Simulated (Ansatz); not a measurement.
## ReS2 monolayer (2H): phonons and vibrational spectra

Wanted: vibrations and spectra of ReS2 monolayer (2H); the cell is already relaxed. After the zone centre comes a 6×6×1 q mesh on a 18×18×1 k mesh.

Main program and level: Ansatz 0.2.0; DFT PBEsol, scalar-relativistic, plane waves, PAW; PAW set soft_1.

## 1. Set-up

The cell holds 3 atoms: 1 Re and 2 S. Cell: a = 3.002 Å, b = 3.002 Å, c = 30.000 Å, α = 90.0°, β = 90.0°, γ = 120.0°. Vacuum lies along c.

## 2. Modes at Γ

The cell comes from relaxations at this level that are not shown. The zone centre comes first: it holds the modes that light can see, as far as symmetry allows. No field response is asked, since the mesh shows no gap.

File input.yaml:

```yaml
crystal:
  lattice:
    - [3.0023789266, 0.0, 0.0]
    - [-1.5011894633, 2.6001364222, 0.0]
    - [0.0, 0.0, 30.0]
  atoms:
    - { symbol: Re, position: [0.3333333333, 0.6666666667, 0.3333333333] }
    - { symbol: S, position: [0.6666666667, 0.3333333333, 0.3888524246] }
    - { symbol: S, position: [0.6666666667, 0.3333333333, 0.2778142421] }
  periodic: [true, true, false]
kpoints:
  mp_grid: { grid: [18, 18, 1] }
hamiltonian:
  xc: pbesol
  pseudopotentials: { kind: paw, azcp: { folder: soft_1 }, xc_functional: pbe }
scf:
  occupations: { method: methfessel_paxton, width: 0.2 }
output:
  eigenvalues: true
phonons:
  method: dfpt
```

Command:

```
$ ansatz run input.yaml --threads 4 --pin off --max-ram 16384MiB --backend cpu --events-out ev --progress --plain --runs-dir out
```

Numbers of over 12 decimals in the logs are rounded to 6 here.

Output:

```text
Engine: ansatz 0.2.0, aarch64-unknown-linux-gnu
Pseudopotentials: kind: paw
Pseudopotential: Re, paw, valence charge 15, recommended cutoff 420 eV (normal), soft_1/Re.paw.azcp
Pseudopotential: S, paw, valence charge 6, recommended cutoff 420 eV (normal), soft_1/S.paw.azcp
Functional definition: PBEsol
  exchange = pbesol_x
  correlation = pbesol_c
Crystal: 3 atoms, lattice volume = 234.198 Å³
Basis set: ecut = 420 eV, 4409 PW (Γ), exchange–correlation on 48×48×432 points (8 copies of the dense FFT grid, shifted against one another)
Bands: 18, of which v1, the nominal top of the filled ones, is band 14 counted from 1 (13 counted from 0)
Symmetry: 12 space group operations
k-points: 91 of 324 (irreducible under 2 space group operations, time reversal used)
Non-local potential: Re, projectors of the file, l = 0: 3, l = 1: 2, l = 2: 2, l = 3: 1
Non-local potential: S, projectors of the file, l = 0: 2, l = 1: 2, l = 2: 1
PAW form: soft (Blöchl's): semilocal exchange-correlation on the pseudo side does not see the compensation charge
PAW frozen core: Re, regenerated for the run's functional, and the local potential with it (the file was generated under x = pbe(κ = 0.804, μ = 0.219515), c = pbe(β = 0.066725))
PAW frozen core: S, regenerated for the run's functional, and the local potential with it (the file was generated under x = pbe(κ = 0.804, μ = 0.219515), c = pbe(β = 0.066725))
PAW one-centre angular grid: Re, 590 points (default); XC on 64 Gauss nodes
PAW one-centre angular grid: S, 110 points (default); XC on 64 Gauss nodes
Initial density: superposition of atomic densities (neutral atoms: chi_scale 0, normalization atom)
Initial wavefunctions: pseudopotential atomic-orbital guess
Functional: x = pbesol(κ = 0.804, μ = 0.123457), c = pbesol(β = 0.046)
SCF iter   1: F=—  HF=-12509.409369 eV  |F-HF|=—  |Δ(HF+E_count)|=         —  Δρ=1.91e-2  dr2=8.79e-1  ethr=3.10e-3  ⟨swp⟩=17.1  Hψ=19191  notcnv=0
preconditioner: auto → LDOS  [metal: Δε(μ)=0.086 eV  Ē_g=9.191 eV  σ=0.200 eV  W_gap=0.34  n_scr=18 (ndim 8)  ℏωp=10.6 eV  f_vac=0.755  D(μ)=1.80/eV (n_scr^D=10)  β→1.0]
SCF iter   2: F=—  HF=-12509.234148 eV  |F-HF|=—  |Δ(HF+E_count)|=   1.75e-1  S|Δr|=    0.00e0  Δρ=1.08e-2  dr2=3.64e-1  ethr=3.10e-3  ⟨swp⟩=4.9  Hψ=5774  notcnv=0  defer=1
SCF iter   3: F=—  HF=-12509.120326 eV  |F-HF|=—  |Δ(HF+E_count)|=   1.14e-1  S|Δr|=    0.00e0  Δρ=1.61e-3  dr2=1.07e-2  ethr=1.35e-3  ⟨swp⟩=4.0  Hψ=4732  notcnv=0  defer=1
SCF iter   4: F=—  HF=-12509.117186 eV  |F-HF|=—  |Δ(HF+E_count)|=   3.14e-3  S|Δr|=    0.00e0  Δρ=3.19e-4  dr2=3.08e-4  ethr=3.96e-5  ⟨swp⟩=3.8  Hψ=4170  notcnv=0  defer=1
SCF iter   5: F=—  HF=-12509.117274 eV  |F-HF|=—  |Δ(HF+E_count)|=   8.76e-5  S|Δr|=    0.00e0  Δρ=9.98e-5  dr2=2.04e-5  ethr=1.14e-6  ⟨swp⟩=3.5  Hψ=3978  notcnv=0  defer=1
SCF iter   6: F=—  HF=-12509.117277 eV  |F-HF|=—  |Δ(HF+E_count)|=   2.85e-6  S|Δr|=    0.00e0  Δρ=1.96e-5  dr2=7.75e-7  ethr=7.57e-8  ⟨swp⟩=3.9  Hψ=4153  notcnv=0  defer=1
SCF iter   7: F=—  HF=-12509.117377 eV  |F-HF|=—  |Δ(HF+E_count)|=   9.98e-5  S|Δr|=    0.00e0  Δρ=3.80e-6  dr2=6.24e-8  ethr=2.87e-9  ⟨swp⟩=3.9  Hψ=4192  notcnv=0  defer=1
SCF iter   8: F=—  HF=-12509.117377 eV  |F-HF|=—  |Δ(HF+E_count)|=   9.05e-8  S|Δr|=    0.00e0  Δρ=9.67e-7  dr2=2.39e-9  ethr=2.31e-10  ⟨swp⟩=2.8  Hψ=3332  notcnv=0  defer=1
SCF iter   9: F=—  HF=-12509.117377 eV  |F-HF|=—  |Δ(HF+E_count)|=   1.40e-8  S|Δr|=    0.00e0  Δρ=2.22e-7  dr2=2.60e-10  ethr=8.85e-12  ⟨swp⟩=4.2  Hψ=4230  notcnv=0  defer=1
SCF iter  10: F=-12509.117377 eV  HF=-12509.117377 eV  |F-HF|=1.06e-10  |Δ(HF+E_count)|=   3.47e-9  S|Δr|=    0.00e0  Δρ=3.84e-8  dr2=4.07e-12  ethr=1.00e-12  ⟨swp⟩=16.0  Hψ=18425  notcnv=0
SCF 1 converged in 10 iterations: F = -12509.117377 eV  dr2 = 4.07e-12
  greatest PAW one-centre occupation: 0.999 electrons in one spin orbital (limit 2), on the Re atom at site 0 (counted from 0), in its partial waves of l = 0
DFPT response loops at Γ: preconditioner auto → none (partly filled bands, converged f_vac=0.757); β = 0.50; Broyden in place of MSR1
SCF converged after 10 iterations
Stability not checked: this state was not tested for a lower state beside it, because cold or Methfessel-Paxton smearing, or corrected tetrahedra, fill the levels in a way that the test cannot read (fill_not_monotonic; see scf.lower_state_search)
Free energy (F): -12509.117377 eV
Harris-Foulkes:  -12509.117377 eV  (|F-HF|=1.06e-10)
Internal energy: -12509.117868 eV  (E = F + TS)
E sigma→0 (E₀):  -12509.117500 eV
Entropy (-TS):   0.000492 eV (0.164 meV/atom)
Fermi energy:    -4.355590 eV
--- Per-component energies (eV) ---
  E_band       = -674.996345
  E_kinetic    = 735.432078
  E_local      = -52827.162329  (includes V_loc(G=0)·N_el)
  E_nonlocal   = 152.869641
  E_hartree    = 25945.910652
  E_xc         = -530.232299
  E_vxc        = -455.220293  (∫ρ·V_xc dr)
  E_paw        = -9760.564836  (= ΣΔE_a)
  E_vpaw       = -172.736927  (= ΣTr[D̂ρ^β])
  E_aug_tail   = 0.000050  (compensation charges beyond the density's cutoff)
  E_ewald      = 23774.271950
  E_core_change = 0.357225  (= ΣΔE_core)
  E_smearing   = 0.000492  (= −TS)
  E_closure    = 0.000000  (closes the sum)
  Σ components = -12509.117377   (vs F -12509.117377, Δ=0.00e0)
--- Band table (eV; the first three rows and the last of 91) ---
  k-point 0: bands = [... 10 lower, -7.5262, -7.4855, -7.4855, -3.1062, -3.1062, -3.0648, -3.0648, -0.7070]
  k-point 1: bands = [... 10 lower, -7.5771, -7.5185, -7.4474, -3.2937, -3.2242, -3.1344, -3.0244, -0.5966]
  k-point 2: bands = [... 10 lower, -7.8197, -7.5144, -7.4298, -3.8094, -3.4501, -3.3174, -2.8162, -0.3523]
  k-point 90: bands = [... 10 lower, -9.5779, -8.4007, -7.1071, -4.4049, -3.5958, -3.0303, -1.5177, 0.3598]
--- Phonons (Γ-DFPT): 4 representative perturbations + reference, on 91 of 324 k-points (Σ response iterations 19) ---
  k mesh reduced under 2 symmetry operations, with k and −k counted as one. Each operation leaves every solved perturbation unchanged. A smaller set is not used because it would not reduce the number of displacements times k-points to solve
  ASR residual: 3.686e-5 → 0.000e0 eV/Å²; symmetrization residual: 1.262e-5 eV/Å²
  ASR residual per site (eV/Å²): 3.36e-5 3.69e-5 3.69e-5
  Γ frequencies (cm⁻¹): 0.00 0.00 0.00 241.80 258.40 258.40 317.31 317.31 383.02
  non-analytic LO–TO correction: not included (Born effective charges unavailable; polar crystals: no LO–TO splitting at Γ)
```

Run time: 69 s. Hardware: 4 threads of Arm Neoverse V1, shared host; peak memory 1.5 GiB; 4.4 min of CPU time.

In the SCF lines HF is the Harris–Foulkes energy and dr2 the Hartree energy of the density residual, in eV; the loop may stop once dr2 is under the threshold and the program's other checks hold. Hψ counts applications of the Hamiltonian.

This step gave:

```yaml
gap_on_the_k_mesh: 0 eV
sum_rule_residual_before_enforcement: 3.69e-5 eV/Å²
point_group: -6m2
area_per_atom: 2.602 Å²
highest_optical_mode_at_the_zone_centre_no_lo_to_term: 383.0 cm⁻¹
lowest_optical_zone_centre_mode: 241.8 cm⁻¹
```

Patterns of degenerate modes are one choice out of their space. The modes at Γ (shares of kinetic energy by element, %):

```csv
mode,frequency (cm⁻¹),symmetry,Re %,S %
1,0.0,acoustic,74,26
2,0.0,acoustic,74,26
3,0.0,acoustic,74,26
4,241.8,A2'',26,74
5,258.4,E'',0,100
6,258.4,E'',0,100
7,317.3,E',26,74
8,317.3,E',26,74
9,383.0,A1',0,100
```

Displacements in mode 4 (241.8 cm⁻¹), the largest set to 1:
```
Re1  0.00  0.00 -0.34
S2   0.00  0.00  1.00
S3   0.00  0.00  1.00
```

Displacements in mode 7 (317.3 cm⁻¹), the largest set to 1:
```
Re1  0.00 -0.34  0.00
S2   0.00  1.00  0.00
S3   0.00  1.00  0.00
```

Before it was imposed, the acoustic sum rule was missed by 3.7e-5 eV/Å². Small misses are needed for a sound result but don't prove that mesh and cutoff are converged. The lowest optical mode is real, 242 cm⁻¹.

## 3. Response at finite wavevector

Stability and thermal properties need the whole zone. Linear response on a 6×6×1 q mesh gives force constants as far as a supercell of that size would.

Edit input.yaml of step 2 so:

```diff
@@ -21 +21,10 @@
   method: dfpt
+  qmesh: [6, 6, 1]
+  temperatures: { t_max: 1000, t_step: 50 }
+  qpath:
+    path:
+      - [0.0, 0.0, 0.0]
+      - [0.5, 0.0, 0.0]
+      - [0.33333333, 0.33333333, 0.0]
+      - [0.0, 0.0, 0.0]
+    npoints: 10
```

Output:

```text
[...]
Crystal: 3 atoms, lattice volume = 234.198 Å³
Basis set: ecut = 420 eV, 4409 PW (Γ), exchange–correlation on 48×48×432 points (8 copies of the dense FFT grid, shifted against one another)
Bands: 18, of which v1, the nominal top of the filled ones, is band 14 counted from 1 (13 counted from 0)
Symmetry: 12 space group operations
k-points: 37 of 324 (time reversal used)
[...]
SCF iter   1: F=—  HF=-12509.409251 eV  |F-HF|=—  |Δ(HF+E_count)|=         —  Δρ=1.91e-2  dr2=8.80e-1  ethr=3.10e-3  ⟨swp⟩=16.9  Hψ=7713  notcnv=0
[...]
SCF iter  10: F=-12509.117377 eV  HF=-12509.117377 eV  |F-HF|=1.09e-10  |Δ(HF+E_count)|=   4.19e-9  S|Δr|=    0.00e0  Δρ=3.90e-8  dr2=4.44e-12  ethr=1.00e-12  ⟨swp⟩=15.5  Hψ=7297  notcnv=0
SCF 1 converged in 10 iterations: F = -12509.117377 eV  dr2 = 4.44e-12
[...]
phonons: the bands overlap, so this run is a metal and interpolates without the dipole-dipole term. If the crystal is really an insulator or semiconductor, its LO-TO splitting is missing
NSCF: frozen V_eff on 37 k-points
WARN: eigensolver did not converge (k=0): 1 band(s) unlocked after 2 eigensolves, warm-restarted (20 sweeps on the last) at ethr=1.28e-12 eV (storage-precision floor; scheduled 1.00e-12 eV) (lowest unlocked band 17, counted from 0; max residual 9.28e-5 eV among the unlocked bands, 9.28e-5 eV over every band; other slots of this pass that fall short are told together in one closing line; warning suppressed until the next SCF loop or pass starts)
WARN: eigensolver did not converge in 17 slots of this pass, the one above among them; of largest residual over every band (k=25): 1 band(s) unlocked (lowest unlocked band 17, counted from 0; max residual 7.57e-4 eV among the unlocked bands, 7.57e-4 eV over every band); of lowest unlocked band (k=0): band 17
[...]
DFPT response loops at q = (0, 0, 0) (fractional): preconditioner auto → none (partly filled bands, converged f_vac=0.757); β = 0.50; Broyden in place of MSR1
[...]
SCF converged after 10 iterations
[...]
Free energy (F): -12509.117377 eV
[...]
Internal energy: -12509.117868 eV  (E = F + TS)
E sigma→0 (E₀):  -12509.117500 eV
Entropy (-TS):   0.000492 eV (0.164 meV/atom)
Fermi energy:    -4.355590 eV
[...]
--- Band table (eV; the first three rows and the last of 37) ---
  k-point 0: bands = [... 10 lower, -7.5262, -7.4855, -7.4855, -3.1062, -3.1062, -3.0648, -3.0648, -0.7070]
  k-point 1: bands = [... 10 lower, -7.5771, -7.5185, -7.4474, -3.2937, -3.2242, -3.1344, -3.0244, -0.5966]
  k-point 2: bands = [... 10 lower, -7.8197, -7.5144, -7.4299, -3.8094, -3.4501, -3.3174, -2.8162, -0.3523]
  k-point 36: bands = [... 10 lower, -9.7899, -9.0433, -6.6693, -4.3107, -3.9884, -2.8150, -0.8985, -0.0926]
--- Phonons (Γ-DFPT): 4 representative perturbations + reference (Σ response iterations 18) ---
  ASR residual: 4.025e-5 → 0.000e0 eV/Å²; symmetrization residual: 9.335e-6 eV/Å²
  ASR residual per site (eV/Å²): 4.03e-5 1.05e-5 1.05e-5
  Γ frequencies (cm⁻¹): 0.00 0.00 0.00 241.80 258.40 258.40 317.31 317.31 383.02
--- Phonons (arbitrary-q DFPT): 7 irreducible q on the 6×6×1 mesh ---
  q = [0.0000, 0.0000, 0.0000] (star 1, of the zone-centre solve; hermiticity 1.06e-6, symmetrization 3.90e-14): -0.00 -0.00 0.00 241.80 258.40 258.40 317.31 317.31 383.02
  q = [0.0000, 0.1667, 0.0000] (star 6, 6 solved perturbations on 171 of 324 k-point pairs; hermiticity 7.30e-7, symmetrization 1.59e-9): 43.93 64.95 89.87 238.71 264.42 301.93 307.76 313.78 359.79
[...]
q = [0.1667, 0.1667, 0.0000] (star 6, 4 solved perturbations in 990 linear systems a pass and spin channel, the states on 324 of 324 k-point pairs; hermiticity 8.47e-7, symmetrization 6.61e-10): -57.54 98.28 102.60 251.57 269.05 279.54 301.83 310.04 328.87
[...]
sum rule: each row above includes the acoustic sum rule's correction from the zone centre's row sums; it moved no ω² by more than (0.30 cm⁻¹)²
  mesh force constants: q→R imaginary residual 1.25e-18; ASR residual 4.025e-5 → 0.000e0 eV/Å²; symmetrization residual 1.421e-14 eV/Å²
  interpolated dispersion: 31 rows × 9 modes
  density of states and harmonic sums: on the 24×24×1 q-mesh, interpolated from the force constants of a 6×6×1 supercell (no non-analytic term)
  largest difference from the sums on the solved wave vectors: F 6.03e-2 eV, S 7.78e-5 and C_V 1.76e-5 eV/K
  zero-point energy: 0.122115 eV/cell   skipped modes (ω ≤ 0): 49, of them read as no rigid motion or as one in doubt: 46 (7.639e-1 modes/cell left out, lowest -221.02 cm⁻¹)   left out of the sums: 8.55e-2 of the cell's modes: C_V's classical limit lies that fraction below 3 k_B per atom; for a crystal, a wire or a layer, F and S can be off by more, and a phonons.interpolated_qmesh denser along its periods is the remedy for the sampling
```

Wall time 16 min (4 threads); peak memory 3 GiB; 63 min of CPU time.

Numbers from this step:

```
sum-rule residual before enforcement                    : 4.03e-5 eV/Å²
lowest frequency on the path                            : -221.0 cm⁻¹
highest frequency on the path or at a solved wavevector : 383.0 cm⁻¹
lowest mode on the q mesh (acoustic modes at Γ apart)   : -221.0 cm⁻¹
```

Frequencies (cm⁻¹) solved at each irreducible wavevector; negative means imaginary. Frequencies by wavevector, by row:

```
q in reciprocal lattice units  star  mode 1  mode 2  mode 3  mode 4  mode 5  mode 6  mode 7  mode 8  mode 9
                        0 0 0     1       0       0       0   241.8   258.4   258.4   317.3   317.3     383
                   0 0.1667 0     6    43.9      65    89.9   238.7   264.4   301.9   307.8   313.8   359.8
                   0 0.3333 0     6  -115.4      77   122.9   254.9   270.8   292.4   294.8   295.3   334.1
                     0 -0.5 0     3    -221   -36.2   156.5   242.3   276.1   285.4   293.5   314.5   346.4
              0.1667 0.1667 0     6   -57.5    98.3   102.6   251.6   269.1   279.5   301.8     310   328.9
              0.1667 0.3333 0    12  -147.2      82   145.8   253.5   283.7   292.6   295.6   313.4   334.4
              0.3333 0.3333 0     2  -130.9    69.1   155.1   279.3   283.3   291.9   297.6   312.2   327.6
```

Interpolated from a 6×6×1 q mesh. Phonon branches along the path, in cm⁻¹:

```
  point  branch 1  branch 2  branch 3  branch 4  branch 5  branch 6  branch 7  branch 8  branch 9
      Γ         0         0         0       242       258       258       317       317       383
halfway        66        78        85       252       268       292       303       303       340
      M      -221       -36       156       242       276       285       294       314       346
halfway      -165        63       154       255       287       292       294       318       339
      K      -131        69       155       279       283       292       298       312       328
halfway       -58        98       103       252       269       280       302       310       329
      Γ         0         0         0       242       258       258       317       317       383
```

The phonon branches as a text plot (rows in cm⁻¹):

```
    370 |*******                                           ******
    345 |       *********************                 *****
    320 |*********      *****************************************
    295 |   *************************************************
    270 |*************************  *****************************
    245 |***************************           ******************
    219 |
    194 |
    169 |
    144 |               **************************
    119 |           ****                          **
     94 |     ******                         *****  *******
     68 |   ************           **********         *******
     43 | ******        **      ***                      *******
     18 | ****                 *                           *****
     -7 |***              **                                 ****
    -32 |                   ***
    -57 |           **                              **
    -83 |
   -108 |                                      *****
   -133 |             **             **********
   -158 |                          **
   -183 |               **        *
   -208 |                 ********
         Γ                   M           K                      Γ
```

[end of part 1 of 2]

[Logs are printed without paths, hosts, clocks, repeated set-up lines and the standing remarks that a program may print on its own settings, such as how far it seeks lower states.]

[Hosts, paths, dates, database ids (printed as entryN), source tags and the programs' standing remarks are cut or masked in the printed files.]
